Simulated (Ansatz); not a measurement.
## (KCl)2(NaI)2 [001] superlattice, started as rocksalt type: phonons and vibrational spectra

Wanted: phonon frequencies of (KCl)2(NaI)2 [001] superlattice, started as rocksalt type and what follows from them.

Calculated with Ansatz 0.2.0; DFT PBEsol, scalar-relativistic, plane waves, PAW.

The structure was built from a prototype and need not be the compound's stable phase.

## (1) The starting structure

It takes space group P4/nmm (No. 129, tetragonal). The conventional cell has a = 4.511 Å, b = 4.511 Å, c = 12.760 Å, α = 90.00°, β = 90.00°, γ = 90.00°. Nearest to Cl lie 1 Na at 3.19 Å and 5 K at 3.19 Å. Nearest to I lie 5 Na at 3.19 Å and 1 K at 3.19 Å. K has 1 I at 3.19 Å and 5 Cl at 3.19 Å nearest. Nearest to Na lie 5 I at 3.19 Å and 1 Cl at 3.19 Å. Farther neighbours and most contacts between anions are not listed.

As a file:

```cif
data_structure
_symmetry_space_group_name_H-M 'P4/nmm:1'
_symmetry_Int_Tables_number 129
_cell_length_a 4.5113
_cell_length_b 4.5113
_cell_length_c 12.7600
_cell_angle_alpha 90.000
_cell_angle_beta 90.000
_cell_angle_gamma 90.000
_cell_volume 259.69
loop_
_atom_site_label
_atom_site_type_symbol
_atom_site_symmetry_multiplicity
_atom_site_Wyckoff_symbol
_atom_site_fract_x
_atom_site_fract_y
_atom_site_fract_z
_atom_site_occupancy
Cl1 Cl 2 c 0.00000 0.50000 0.87500 1
I1 I 2 c 0.00000 0.50000 0.37500 1
K1 K 2 c 0.50000 0.00000 0.87500 1
Na1 Na 2 c 0.50000 0.00000 0.37500 1
```

## (2) Relaxation

The cell and atoms are relaxed, since residual forces and stress would shift the frequencies.

File input.yaml:

```yaml
crystal:
  lattice:
    - [3.19, 3.19, 0.0]
    - [-3.19, 3.19, 0.0]
    - [0.0, 0.0, 12.76]
  atoms:
    - { symbol: Cl, position: [0.5, 0.5, 0.0] }
    - { symbol: Cl, position: [1.0, 0.0, 0.25] }
    - { symbol: I, position: [0.5, 0.5, 0.5] }
    - { symbol: I, position: [1.0, 0.0, 0.75] }
    - { symbol: K, position: [0.0, 0.0, 0.0] }
    - { symbol: K, position: [0.5, 0.5, 0.25] }
    - { symbol: Na, position: [0.0, 0.0, 0.5] }
    - { symbol: Na, position: [0.5, 0.5, 0.75] }
kpoints:
  mp_grid: { grid: [4, 4, 2] }
hamiltonian:
  xc: pbesol
scf:
  occupations: { method: gaussian, width: 0.02 }
output:
  forces: true
  stress: true
  eigenvalues: true
relax:
  adjacent_minimum: "off"
  f_tol: 0.005
  max_steps: 80
  cell: { stress_tol: 0.05 }
```

Started as:

```bash
ansatz run input.yaml --threads 8 --pin off --max-ram 14336MiB --backend cpu --events-out ev --progress --plain --runs-dir out
```

Numbers of over 12 decimals in the logs are rounded to 6 here.

What it wrote:

```text
Engine: ansatz 0.2.0, aarch64-unknown-linux-gnu
Pseudopotentials: kind: paw
Pseudopotential: Cl, paw, valence charge 7, recommended cutoff 420 eV (normal), Cl.paw.azcp
Pseudopotential: I, paw, valence charge 17, recommended cutoff 420 eV (normal), I.paw.azcp
Pseudopotential: K, paw, valence charge 9, recommended cutoff 420 eV (normal), K.paw.azcp
Pseudopotential: Na, paw, valence charge 9, recommended cutoff 420 eV (normal), Na.paw.azcp
Functional definition: PBEsol
  exchange = pbesol_x
  correlation = pbesol_c
Crystal: 8 atoms, lattice volume = 259.694 Å³
Basis set: ecut = 420 eV, 5075 PW (Γ), exchange–correlation on 64×64×180 points (8 copies of the dense FFT grid, shifted against one another)
Bands: 51, of which v1, the nominal top of the filled ones, is band 42 counted from 1 (41 counted from 0)
Symmetry: 16 space group operations
Space group: P4/nmm (ITA 129), of the structure as read, at distance tolerance 6.4e-5 Å
k-points: 12 of 32
Non-local potential: Cl, projectors of the file, l = 0: 2, l = 1: 2, l = 2: 2
Non-local potential: I, projectors of the file, l = 0: 2, l = 1: 2, l = 2: 2, l = 3: 2
Non-local potential: K, projectors of the file, l = 0: 3, l = 1: 2, l = 2: 2
Non-local potential: Na, projectors of the file, l = 0: 3, l = 1: 2, l = 2: 1
PAW form: soft (Blöchl's): semilocal exchange-correlation on the pseudo side does not see the compensation charge
PAW frozen core: Cl, regenerated for the run's functional, and the local potential with it (the file was generated under x = pbe(κ = 0.804, μ = 0.219515), c = pbe(β = 0.066725))
PAW frozen core: I, regenerated for the run's functional, and the local potential with it (the file was generated under x = pbe(κ = 0.804, μ = 0.219515), c = pbe(β = 0.066725))
PAW frozen core: K, regenerated for the run's functional, and the local potential with it (the file was generated under x = pbe(κ = 0.804, μ = 0.219515), c = pbe(β = 0.066725))
PAW frozen core: Na, regenerated for the run's functional, and the local potential with it (the file was generated under x = pbe(κ = 0.804, μ = 0.219515), c = pbe(β = 0.066725))
PAW one-centre angular grid: Cl, 110 points (default); XC on 64 Gauss nodes
PAW one-centre angular grid: I, 590 points (default); XC on 64 Gauss nodes
PAW one-centre angular grid: K, 110 points (default); XC on 64 Gauss nodes
PAW one-centre angular grid: Na, 110 points (default); XC on 64 Gauss nodes
Initial density: superposition of atomic densities (neutral atoms: chi_scale 0, normalization atom), corrected by the library's trained network
Initial wavefunctions: pseudopotential atomic-orbital guess
Functional: x = pbesol(κ = 0.804, μ = 0.123457), c = pbesol(β = 0.046)
SCF iter   1: F=—  HF=-22982.635533 eV  |F-HF|=—  |Δ(HF+E_count)|=         —  Δρ=2.90e-3  dr2=3.34e-2  ethr=1.77e-3  ⟨swp⟩=11.5  Hψ=3082  notcnv=0  defer=1
preconditioner: auto → Resta (q_TF=auto, 2.260 Å⁻¹)  ε∞=2.5  [insulator: Δε(μ)=4.076 eV  Ē_g=12.317 eV  σ=0.020 eV  W_gap=1.00  n_scr=56 (ndim 8)  ℏωp=15.3 eV  f_vac=0.093  D(μ)=0.00/eV (n_scr^D=0)  ε∞_Penn≈2.5]
SCF iter   2: F=—  HF=-22982.621441 eV  |F-HF|=—  |Δ(HF+E_count)|=   1.41e-2  Δρ=1.19e-3  dr2=4.73e-3  ethr=3.97e-5  ⟨swp⟩=3.3  Hψ=1188  notcnv=0  defer=42
SCF iter   3: F=—  HF=-22982.620323 eV  |F-HF|=—  |Δ(HF+E_count)|=   1.12e-3  Δρ=3.60e-4  dr2=4.80e-4  ethr=5.64e-6  ⟨swp⟩=2.1  Hψ=1117  notcnv=0  defer=42
SCF iter   4: F=—  HF=-22982.620313 eV  |F-HF|=—  |Δ(HF+E_count)|=   1.03e-5  Δρ=1.29e-4  dr2=7.75e-5  ethr=5.71e-7  ⟨swp⟩=2.0  Hψ=1042  notcnv=0  defer=42
SCF iter   5: F=—  HF=-22982.620400 eV  |F-HF|=—  |Δ(HF+E_count)|=   8.68e-5  Δρ=3.41e-5  dr2=3.31e-6  ethr=9.22e-8  ⟨swp⟩=2.0  Hψ=753  notcnv=0  defer=42
SCF iter   6: F=—  HF=-22982.620403 eV  |F-HF|=—  |Δ(HF+E_count)|=   2.88e-6  Δρ=7.15e-6  dr2=1.57e-7  ethr=3.93e-9  ⟨swp⟩=2.9  Hψ=1030  notcnv=0  defer=42
SCF iter   7: F=-22982.620403 eV  HF=-22982.620403 eV  |F-HF|=3.03e-9  |Δ(HF+E_count)|=   1.15e-7  Δρ=2.52e-6  dr2=1.79e-8  ethr=1.19e-10  ⟨swp⟩=13.6  Hψ=3041  notcnv=0
SCF 1 converged in 7 iterations: F = -22982.620403 eV  dr2 = 1.79e-8
  greatest PAW one-centre occupation: 0.999 electrons in one spin orbital (limit 2), on the Na atom at site 7 (counted from 0), in its partial waves of l = 0
relax step   1: F+E_penalty+E_count = -22982.62040278 eV  Δ(F+E_penalty+E_count) = +0.000e0 eV  max|allowed force component| = 4.861e-1 eV/Å  Δτ_max = 0.0000 Å  P = -0.135 GPa  Ω = 259.694 Å³  (7 SCF iters, dr2 threshold 1.00e-7 eV, accepted)
Crystal: 8 atoms, lattice volume = 258.473 Å³
Basis set: ecut = 420 eV, 5067 PW (Γ), exchange–correlation on 64×64×180 points (8 copies of the dense FFT grid, shifted against one another)
Initial density: handed on by an earlier stage of this run
Initial wavefunctions: those handed on with the density
iter 1 solved again at ethr=3.65e-4 eV; its pass at ethr=3.10e-3 eV (dr2=3.06e-1 eV) is discarded
SCF iter   1: F=—  HF=-22982.835025 eV  |F-HF|=—  |Δ(HF+E_count)|=         —  Δρ=8.50e-3  dr2=3.15e-1  ethr=3.65e-4  ⟨swp⟩=2.6  Hψ=3229  notcnv=0
preconditioner: auto → Resta (q_TF=auto, 2.262 Å⁻¹)  ε∞=2.5  [insulator: Δε(μ)=3.594 eV  Ē_g=12.510 eV  σ=0.020 eV  W_gap=1.00  n_scr=56 (ndim 8)  ℏωp=15.3 eV  f_vac=0.081  D(μ)=0.00/eV (n_scr^D=0)  ε∞_Penn≈2.5]
SCF iter   2: F=—  HF=-22982.738857 eV  |F-HF|=—  |Δ(HF+E_count)|=   9.62e-2  Δρ=2.95e-3  dr2=2.26e-2  ethr=3.65e-4  ⟨swp⟩=4.6  Hψ=1106  notcnv=0
SCF iter   3: F=—  HF=-22982.731464 eV  |F-HF|=—  |Δ(HF+E_count)|=   7.39e-3  Δρ=9.89e-4  dr2=2.07e-3  ethr=2.69e-5  ⟨swp⟩=3.9  Hψ=1170  notcnv=0
SCF iter   4: F=—  HF=-22982.730944 eV  |F-HF|=—  |Δ(HF+E_count)|=   5.19e-4  Δρ=2.07e-4  dr2=1.29e-4  ethr=2.46e-6  ⟨swp⟩=2.0  Hψ=1036  notcnv=0  defer=1
SCF iter   5: F=—  HF=-22982.731009 eV  |F-HF|=—  |Δ(HF+E_count)|=   6.48e-5  Δρ=5.81e-5  dr2=1.13e-5  ethr=1.54e-7  ⟨swp⟩=2.1  Hψ=1097  notcnv=0  defer=1
SCF iter   6: F=-22982.731015 eV  HF=-22982.731015 eV  |F-HF|=2.24e-7  |Δ(HF+E_count)|=   6.18e-6  Δρ=1.47e-5  dr2=6.44e-7  ethr=9.52e-10  ⟨swp⟩=8.6  Hψ=3272  notcnv=0
SCF 2 converged in 6 iterations: F = -22982.731015 eV  dr2 = 6.44e-7
relax step   2: F+E_penalty+E_count = -22982.73101547 eV  Δ(F+E_penalty+E_count) = -1.106e-1 eV  max|allowed force component| = 1.246e-1 eV/Å  Δτ_max = 0.1385 Å  P = -0.297 GPa  Ω = 258.473 Å³  energy of the carried Pulay correction = +5.348e-5 eV  (6 SCF iters, dr2 threshold 8.00e-7 eV, accepted)
Crystal: 8 atoms, lattice volume = 255.735 Å³
Basis set: ecut = 420 eV, 5011 PW (Γ), exchange–correlation on 64×64×180 points (8 copies of the dense FFT grid, shifted against one another)
iter 1 solved again at ethr=6.90e-5 eV; its pass at ethr=3.10e-3 eV (dr2=5.80e-2 eV) is discarded
SCF iter   1: F=—  HF=-22982.769711 eV  |F-HF|=—  |Δ(HF+E_count)|=         —  Δρ=4.06e-3  dr2=5.90e-2  ethr=6.90e-5  ⟨swp⟩=2.9  Hψ=3094  notcnv=0
preconditioner: auto → Resta (q_TF=auto, 2.266 Å⁻¹)  ε∞=2.5  [insulator: Δε(μ)=3.711 eV  Ē_g=12.512 eV  σ=0.020 eV  W_gap=1.00  n_scr=56 (ndim 8)  ℏωp=15.4 eV  f_vac=0.079  D(μ)=0.00/eV (n_scr^D=0)  ε∞_Penn≈2.5]
SCF iter   2: F=—  HF=-22982.751456 eV  |F-HF|=—  |Δ(HF+E_count)|=   1.83e-2  Δρ=1.85e-3  dr2=6.94e-3  ethr=6.90e-5  ⟨swp⟩=4.2  Hψ=1144  notcnv=0
SCF iter   3: F=—  HF=-22982.748686 eV  |F-HF|=—  |Δ(HF+E_count)|=   2.77e-3  Δρ=4.46e-4  dr2=3.97e-4  ethr=8.26e-6  ⟨swp⟩=2.9  Hψ=1109  notcnv=0
SCF iter   4: F=—  HF=-22982.748622 eV  |F-HF|=—  |Δ(HF+E_count)|=   6.36e-5  Δρ=7.25e-5  dr2=1.75e-5  ethr=4.72e-7  ⟨swp⟩=2.6  Hψ=1050  notcnv=0
SCF iter   5: F=—  HF=-22982.748623 eV  |F-HF|=—  |Δ(HF+E_count)|=   7.14e-7  Δρ=2.38e-5  dr2=1.69e-6  ethr=2.09e-8  ⟨swp⟩=2.0  Hψ=1092  notcnv=0
SCF iter   6: F=-22982.748624 eV  HF=-22982.748624 eV  |F-HF|=1.04e-7  |Δ(HF+E_count)|=   1.06e-6  Δρ=5.36e-6  dr2=9.79e-8  ethr=9.52e-10  ⟨swp⟩=9.0  Hψ=2790  notcnv=0
SCF 3 converged in 6 iterations: F = -22982.748624 eV  dr2 = 9.79e-8
relax step   3: F+E_penalty+E_count = -22982.74862393 eV  Δ(F+E_penalty+E_count) = -1.761e-2 eV  max|allowed force component| = 8.731e-2 eV/Å  Δτ_max = 0.0583 Å  P = -0.147 GPa  Ω = 255.735 Å³  energy of the carried Pulay correction = +1.743e-4 eV  (6 SCF iters, dr2 threshold 8.00e-7 eV, accepted)
[...]
relax step   4: F+E_penalty+E_count = -22982.75968740 eV  Δ(F+E_penalty+E_count) = -1.106e-2 eV  max|allowed force component| = 1.859e-2 eV/Å  Δτ_max = 0.1018 Å  P = +0.085 GPa  Ω = 251.727 Å³  energy of the carried Pulay correction = +3.535e-4 eV  (6 SCF iters, dr2 threshold 4.76e-7 eV, accepted)
[...]
relax step   5: F+E_penalty+E_count = -22982.76029712 eV  Δ(F+E_penalty+E_count) = -6.097e-4 eV  max|allowed force component| = 4.526e-3 eV/Å  Δτ_max = 0.0166 Å  P = -0.002 GPa  Ω = 253.022 Å³  energy of the carried Pulay correction = +2.953e-4 eV  (6 SCF iters, dr2 threshold 2.53e-8 eV, accepted)
Basis set: ecut = 420 eV, 4971 PW (Γ), exchange–correlation on 60×60×180 points (8 copies of the dense FFT grid, shifted against one another)
Initial wavefunctions: pseudopotential atomic-orbital guess (no wavefunctions were taken with the density)
iter 1 solved again at ethr=6.65e-7 eV; its pass at ethr=3.10e-3 eV (dr2=5.59e-4 eV) is discarded
SCF iter   1: F=—  HF=-22982.760041 eV  |F-HF|=—  |Δ(HF+E_count)|=         —  Δρ=1.21e-5  dr2=7.65e-8  ethr=6.65e-7  ⟨swp⟩=4.4  Hψ=4624  notcnv=0
eigensolver tolerance schedule: the retry pair's looser diagonalisation over-reported the residual by 7301.31 of it (diagonalisation noise at an unbounded share of the residual, at the tolerance the schedule requests for it); recorded, not acted on — ethr = c·dr2/N_el stays at c = 1.0e-1
preconditioner: auto → Resta (q_TF=auto, 2.270 Å⁻¹)  ε∞=2.5  [insulator: Δε(μ)=3.705 eV  Ē_g=12.548 eV  σ=0.020 eV  W_gap=1.00  n_scr=56 (ndim 8)  ℏωp=15.5 eV  f_vac=0.075  D(μ)=0.00/eV (n_scr^D=0)  ε∞_Penn≈2.5]
SCF iter   2: F=—  HF=-22982.759975 eV  |F-HF|=—  |Δ(HF+E_count)|=   6.54e-5  Δρ=5.87e-6  dr2=2.22e-8  ethr=9.11e-11  ⟨swp⟩=3.0  Hψ=1475  notcnv=0
SCF iter   3: F=—  HF=-22982.759975 eV  |F-HF|=—  |Δ(HF+E_count)|=   1.52e-8  Δρ=1.50e-6  dr2=2.50e-9  ethr=2.65e-11  ⟨swp⟩=2.0  Hψ=1092  notcnv=0
SCF iter   4: F=—  HF=-22982.759975 eV  |F-HF|=—  |Δ(HF+E_count)|=   1.90e-9  Δρ=3.55e-7  dr2=2.66e-10  ethr=2.98e-12  ⟨swp⟩=2.0  Hψ=1044  notcnv=0
SCF iter   5: F=-22982.759975 eV  HF=-22982.759975 eV  |F-HF|=4.73e-11  |Δ(HF+E_count)|=  2.98e-10  Δρ=9.17e-8  dr2=3.40e-11  ethr=1.00e-12  ⟨swp⟩=7.0  Hψ=2498  notcnv=0
SCF 6 converged in 5 iterations: F = -22982.759975 eV  dr2 = 3.40e-11
relax step   6: F+E_penalty+E_count = -22982.75997528 eV  Δ(F+E_penalty+E_count) = +3.218e-4 eV  max|allowed force component| = 4.554e-3 eV/Å  Δτ_max = 0.0000 Å  P = -0.001 GPa  Ω = 253.022 Å³  stress off target by 1.40e-2 GPa  SCF on the basis re-selected at this cell (its energy is not comparable with the rows above)  (5 SCF iters)
basis re-selected at this cell: Δ(F+E_penalty+E_count) = +3.218e-4 eV, ΔP = +0.001 GPa vs the last step (what re-selecting the basis moved, of the pressure what is left beyond the Pulay correction that the steps carried, after the strain that the cell walked since its last selection, with what the two solves' SCF thresholds leave and, on support functions, any second-order correction that the steps lacked; it is no measure of the basis error at this ecutwfc). The dense FFT grid was sized anew with the basis: this SCF ran on 30×30×90 points, the steps before it on 32×32×90, so part of this shift can come from that change (see relax.cell in the input reference). [rest of the remark cut]
SCF converged after 5 iterations
Free energy (F): -22982.759975 eV
Harris-Foulkes:  -22982.759975 eV  (|F-HF|=4.73e-11)
Internal energy: -22982.759975 eV  (E = F + TS)
E sigma→0 (E₀):  -22982.759975 eV
Fermi energy:    4.569568 eV
--- Per-component energies (eV) ---
  E_band       = -1479.730908
  E_kinetic    = 1451.432587
  E_local      = -9290.429766  (includes V_loc(G=0)·N_el)
  E_nonlocal   = 140.276069
  E_hartree    = 4057.824953
  E_xc         = -811.326189
  E_vxc        = -927.977939  (∫ρ·V_xc dr)
  E_paw        = -12789.108808  (= ΣΔE_a)
  E_vpaw       = -968.682027  (= ΣTr[D̂ρ^β])
  E_aug_tail   = 0.000146  (compensation charges beyond the density's cutoff)
  E_ewald      = -5742.735274
  E_core_change = 1.306306  (= ΣΔE_core)
  E_smearing   = -0.000000  (= −TS)
  E_closure    = -0.000000  (closes the sum)
  Σ components = -22982.759975   (vs F -22982.759975, Δ=0.00e0)
--- Forces (eV/Å), atoms counted from 1 ---
  atom   1  Cl     0.00000000     0.00000000    -0.00455385
  atom   2  Cl     0.00000000     0.00000000     0.00455385
  atom   3  I      0.00000000    -0.00000000     0.00018531
  atom   4  I      0.00000000    -0.00000000    -0.00018531
  atom   5  K      0.00000000    -0.00000000    -0.00134301
  atom   6  K      0.00000000    -0.00000000     0.00134301
  atom   7  Na     0.00000000     0.00000000    -0.00429211
  atom   8  Na     0.00000000     0.00000000     0.00429211
  max |Σ_I F_I| component: 3.28e-28 eV/Å
--- Stress (GPa, compression-positive) ---
        0.005650       0.000000       0.000000
        0.000000       0.005650       0.000000
        0.000000       0.000000      -0.014004
  P = ⅓ Tr σ = -0.0009 GPa (-0.009 kbar)
--- Band table (eV; the first three rows and the last of 12) ---
  k-point 0: bands = [... 38 lower, 2.2195, 2.4158, 2.7172, 2.7172, 6.4218, 7.7048, 7.9229, 8.0347, ... 5 higher]
  k-point 1: bands = [... 38 lower, 2.2241, 2.2569, 2.7130, 2.7130, 6.9892, 6.9984, 7.8913, 7.9959, ... 5 higher]
  k-point 2: bands = [... 38 lower, 2.0914, 2.3395, 2.5015, 2.7025, 7.4642, 8.0859, 8.3795, 8.5784, ... 5 higher]
  k-point 11: bands = [... 38 lower, 1.7349, 1.7349, 2.0500, 2.0500, 7.9301, 7.9301, 8.2414, 8.2414, ... 5 higher]
--- Relaxed structure (5 steps of the walk, 5 accepted, 1 SCFs on fresh bases) ---
  F+E_penalty+E_count = -22982.75997528 eV   max|allowed force component| = 4.554e-3 eV/Å   (the final SCF, on the basis selected at the relaxed cell)
  cell:  # Å, volume = 253.0216 Å³
    - [3.157133, 3.157133, 0.0]
    - [-3.157133, 3.157133, 0.0]
    - [0.0, 0.0, 12.692343]
  atoms:
    - { symbol: Cl, position: [0.5, 0.5, -0.00346376] }
    - { symbol: Cl, position: [1.0, 0.0, 0.253464] }
    - { symbol: I, position: [0.5, 0.5, 0.506747] }
    - { symbol: I, position: [1.0, 0.0, 0.743253] }
    - { symbol: K, position: [0, 0, 0.00801021] }
    - { symbol: K, position: [0.5, 0.5, 0.241990] }
    - { symbol: Na, position: [0, 0, 0.483885] }
    - { symbol: Na, position: [0.5, 0.5, 0.766115] }
```

It took 7.9 s on 8 threads of Arm Neoverse V2, shared host; peak memory 0.96 GiB.

Step by step:

```
step  energy less that of the first step (eV)  largest force component (eV/Å)  pressure (GPa)  volume (Å³)
   1                                   0.0000                          0.4861           -0.14       259.69
   2                                  -0.1106                          0.1246           -0.30       258.47
   3                                  -0.1282                          0.0873           -0.15       255.73
   4                                  -0.1393                          0.0186            0.08       251.73
   5                                  -0.1399                          0.0045            0.00       253.02
  6*                                  -0.1396                          0.0046            0.00       253.02
```

Relaxation steps marked * repeat the geometry before them on a plane-wave basis chosen anew for their cell, so energy and pressure can jump there.

The run keeps the 16 symmetry operations that it works with, so distortions that break them were not tested.

```
conventional cell, symmetrised  before   after  change
                         a (Å)   4.511   4.465  -1.0 %
                         b (Å)   4.511   4.465  -1.0 %
                         c (Å)  12.760  12.692  -0.5 %
              volume (Å³/atom)   32.46   31.63  -2.6 %
```

The atoms that moved most (Å, as changes of fractional coordinates times the final cell):

```
atom     dx     dy      dz  length
 Na8  0.000  0.000   0.205   0.205
 Na7  0.000  0.000  -0.205   0.205
  K6  0.000  0.000  -0.102   0.102
  K5  0.000  0.000   0.102   0.102
  I4  0.000  0.000  -0.086   0.086
  I3  0.000  0.000   0.086   0.086
 Cl1  0.000  0.000  -0.044   0.044
 Cl2  0.000  0.000   0.044   0.044
```

A gap read on the k-mesh alone can miss the band edges.

This step gave:

```yaml
pressure: -9.02e-4 GPa
gap_on_the_k_mesh: 3.705 eV
volume_per_atom: 31.63 Å³
direct_gap_on_mesh: 3.705 eV
```

In this step the volume went from 32.46 to 31.63 Å³/atom.

## (3) Relaxing to small forces for the phonons

Phonons need a cell at rest on their own settings, so the relaxation is repeated with tight tolerances on forces and stress, using the mesh and the filling of the phonon run that follows.

File input.yaml:

```yaml
crystal:
  lattice:
    - [3.1571328139, 3.1571328139, 0.0]
    - [-3.1571328139, 3.1571328139, 0.0]
    - [0.0, 0.0, 12.692343479]
  atoms:
    - { symbol: Cl, position: [0.5, 0.5, -0.0034637579] }
    - { symbol: Cl, position: [1.0, 0.0, 0.2534637579] }
    - { symbol: I, position: [0.5, 0.5, 0.5067468721] }
    - { symbol: I, position: [1.0, 0.0, 0.7432531279] }
    - { symbol: K, position: [0.0, 0.0, 0.008010212] }
    - { symbol: K, position: [0.5, 0.5, 0.241989788] }
    - { symbol: Na, position: [0.0, 0.0, 0.4838851205] }
    - { symbol: Na, position: [0.5, 0.5, 0.7661148795] }
kpoints:
  mp_grid: { grid: [4, 4, 2] }
hamiltonian:
  xc: pbesol
scf:
  occupations: { method: fixed }
output:
  forces: true
  stress: true
  eigenvalues: true
relax:
  adjacent_minimum: "off"
  f_tol: 0.001
  max_steps: 60
  cell: { stress_tol: 0.01 }
```

What it wrote:

```text
[...]
Crystal: 8 atoms, lattice volume = 253.022 Å³
Basis set: ecut = 420 eV, 4971 PW (Γ), exchange–correlation on 60×60×180 points (8 copies of the dense FFT grid, shifted against one another)
Bands: 51, of which v1, the nominal top of the filled ones, is band 42 counted from 1 (41 counted from 0)
Symmetry: 16 space group operations
[...]
k-points: 12 of 32
[...]
- [-3.157659, 3.157659, 0.0]
    - [0.0, 0.0, 12.685979]
  atoms:
    - { symbol: Cl, position: [0.5, 0.5, -0.00360544] }
    - { symbol: Cl, position: [1.0, 0.0, 0.253605] }
    - { symbol: I, position: [0.5, 0.5, 0.506823] }
    - { symbol: I, position: [1.0, 0.0, 0.743177] }
    - { symbol: K, position: [0, 0, 0.00793217] }
    - { symbol: K, position: [0.5, 0.5, 0.242068] }
    - { symbol: Na, position: [0, 0, 0.483633] }
    - { symbol: Na, position: [0.5, 0.5, 0.766367] }
[key lines of the parts left out:]
SCF converged after 5 iterations
Free energy (F): -22982.760004 eV
Fermi energy:    2.724145 eV
P = ⅓ Tr σ = 0.0000 GPa (0.000 kbar)
```

Wall time 4.8 s (8 threads); peak memory 0.93 GiB; 34 s of CPU time.

Little changed from the start: no atom moved by 0.005 Å and no cell edge by 0.1 %.

This step gave:

* pressure: 3.89e-5 GPa
* gap on the k-mesh: 3.699 eV
* volume per atom: 31.62 Å³
* direct gap on mesh: 3.699 eV

The largest force component left is 0.53 meV/Å and the pressure is 0.000 GPa, within the tolerances set. The cell now holds 31.62 Å³/atom.

[end of part 1 of 3]

[Logs are printed without paths, hosts, clocks, repeated set-up lines and the standing remarks that a program may print on its own settings, such as how far it seeks lower states.]

[Hosts, paths, dates, database ids (printed as entryN), source tags and the programs' standing remarks are cut or masked in the printed files.]
